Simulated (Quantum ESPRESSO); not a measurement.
The O K edge of atom 5 in ThSeO (P4/nmm), with 4 Th at 2.38 Å (tetrahedral, site symmetry -4m2), was computed in 2 ways: full core hole (charged cell) and no core hole. Program and functional: Quantum ESPRESSO XSpectra, LDA, without spin-orbit coupling, Lorentzian half width 0.3 eV up to 4 eV, rising linearly to 2.5 eV at 25 eV; cells of 6 and 12 atoms (the run without a hole in the smaller).

Each run is counted from its own lowest empty level or Fermi level and scaled to a mean of 1 over its first 20 eV. (XSpectra's own axis starts at xe0, in the gap; it has been shifted.)

| E (eV) | run 1 | run 2 |
| --- | --- | --- |
| -2.00 | 0.04 | 0.05 |
| -1.25 | 0.05 | 0.07 |
| -0.50 | 0.07 | 0.12 |
| 0.25 | 0.14 | 0.27 |
| 1.00 | 0.42 | 1.28 |
| 1.75 | 1.13 | 1.83 |
| 2.50 | 1.73 | 1.69 |
| 3.25 | 1.04 | 1.19 |
| 4.00 | 1.26 | 1.74 |
| 4.75 | 1.58 | 2.13 |
| 5.50 | 2.15 | 2.04 |
| 6.25 | 2.11 | 1.38 |
| 7.00 | 1.66 | 0.97 |
| 7.75 | 1.32 | 0.86 |
| 8.50 | 0.98 | 0.72 |
| 9.25 | 0.86 | 0.70 |
| 10.00 | 0.85 | 0.75 |
| 10.75 | 0.85 | 0.80 |
| 11.50 | 0.84 | 0.82 |
| 12.25 | 0.86 | 0.81 |
| 13.00 | 0.83 | 0.76 |
| 13.75 | 0.79 | 0.73 |
| 14.50 | 0.78 | 0.74 |
| 15.25 | 0.77 | 0.73 |
| 16.00 | 0.72 | 0.68 |
| 16.75 | 0.67 | 0.65 |
| 17.50 | 0.64 | 0.64 |
| 18.25 | 0.63 | 0.63 |
| 19.00 | 0.61 | 0.61 |
| 19.75 | 0.59 | 0.60 |
| 20.50 | 0.56 | 0.59 |
| 21.25 | 0.55 | 0.59 |
| 22.00 | 0.54 | 0.59 |
| 22.75 | 0.53 | 0.60 |
| 23.50 | 0.54 | 0.62 |
| 24.25 | 0.55 | 0.64 |
| 25.00 | 0.56 | 0.66 |
| 25.75 | 0.57 | 0.69 |
| 26.50 | 0.58 | 0.70 |
| 27.25 | 0.59 | 0.72 |
| 28.00 | 0.61 | 0.73 |
| 28.75 | 0.62 | 0.75 |
| 29.50 | 0.64 | 0.77 |
| 30.25 | 0.66 | 0.78 |
| 31.00 | 0.67 | 0.79 |
| 31.75 | 0.69 | 0.79 |

Which run is which?

Run 1: no core hole (area from −2 to 6 eV 7.5, main maxima 2.6 eV (1.85) and 5.8 eV (2.20)). Run 2: full core hole (charged cell) (area from −2 to 6 eV 9.5, main maxima 2.2 eV (2.07), 5.0 eV (2.23) and 11.7 eV (0.82)). With each curve scaled to its own mean, the area from −2 to 6 eV with the hole is 9.5 against 7.5, and the centre of weight from −1 to 20 eV moves by -0.6 eV: the hole pulls the absorber's empty states down.

[Hosts, paths, dates, database ids (printed as entryN), source tags and the programs' standing remarks are cut or masked in the printed files.]

[Lists of maxima count a maximum above −3 eV only where it reaches 4 % of the highest in the window and stands out from its surroundings by 2 % of it (1.5 % where it reaches 55 %); shoulders and weaker maxima are passed over, and of the rest the first, up to two pre-edge ones and the few strongest are named.]
